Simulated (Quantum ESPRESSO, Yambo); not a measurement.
Planning a run of Yambo 5.3.0 on SnSe (Pnma). The input:

```
optics
bss
bse
em1s
dipoles
rim_cut
RandQpts= 1000000
RandGvec= 1 RL
Chimod= "HARTREE"
BSKmod= "SEX"
BSEmod= "coupling"
BSSmod= "d"
BSENGexx= 30 Ry
BSENGBlk= 6 Ry
% BSEQptR
 1 | 1 |
%
% BSEBands
 83 | 102 |
%
% BEnRange
 0 | 5 | eV
%
% BDmRange
 0.1 | 0.1 | eV
%
BEnSteps= 101
% BLongDir
 1 | 0 | 0 |
%
% BndsRnXs
 1 | 159 |
%
NGsBlkXs= 6 Ry
% LongDrXs
 1 | 1 | 1 |
%
% KfnQP_E
 0.069 | 1.0 | 1.0 |
%
WRbsWF
```

The database entry behind the starting cell differs from later determinations by our own check (an axis about 0.9 % long against later determinations), so it need not match the best structure at ambient conditions.

```sh
OMP_NUM_THREADS=2 mpirun -n 4 yambo -F bse6.in -J bse6,bse3_W -C bse6 > bse6.log
```

The stored states that it reads are on a 1×4×4 mesh. It takes space group Pnma (No. 62, orthorhombic). The conventional cell has a = 11.420 Å, b = 4.190 Å, c = 4.460 Å, α = 90.00°, β = 90.00°, γ = 90.00°. Sn has 5 Se at 2.69 to 3.32 Å nearest. Nearest to Se lie 5 Sn at 2.69 to 3.32 Å. Farther neighbours and most contacts between anions are not listed.

Q: Estimate wall time and host memory on 4 MPI ranks of Arm Neoverse V2, shared host.

It took 1.9 min; on shared hardware allow 57 s to 3.8 min. Peak host memory was 3.8 GiB.

The kernel grows as the square of the matrix size, and full diagonalisation as its cube.

[Paths, hosts, dates, memory and timing lines, banners, echoed tables and standing remarks are left out of the program output.]

[Logs are printed without paths, hosts, clocks, repeated set-up lines and the standing remarks that a program may print on its own settings, such as how far it seeks lower states.]

[Runs of the session that timed out or met a known fault of the program may be left out.]

[Hosts, paths, dates, database ids (printed as entryN), source tags and the programs' standing remarks are cut or masked in the printed files.]
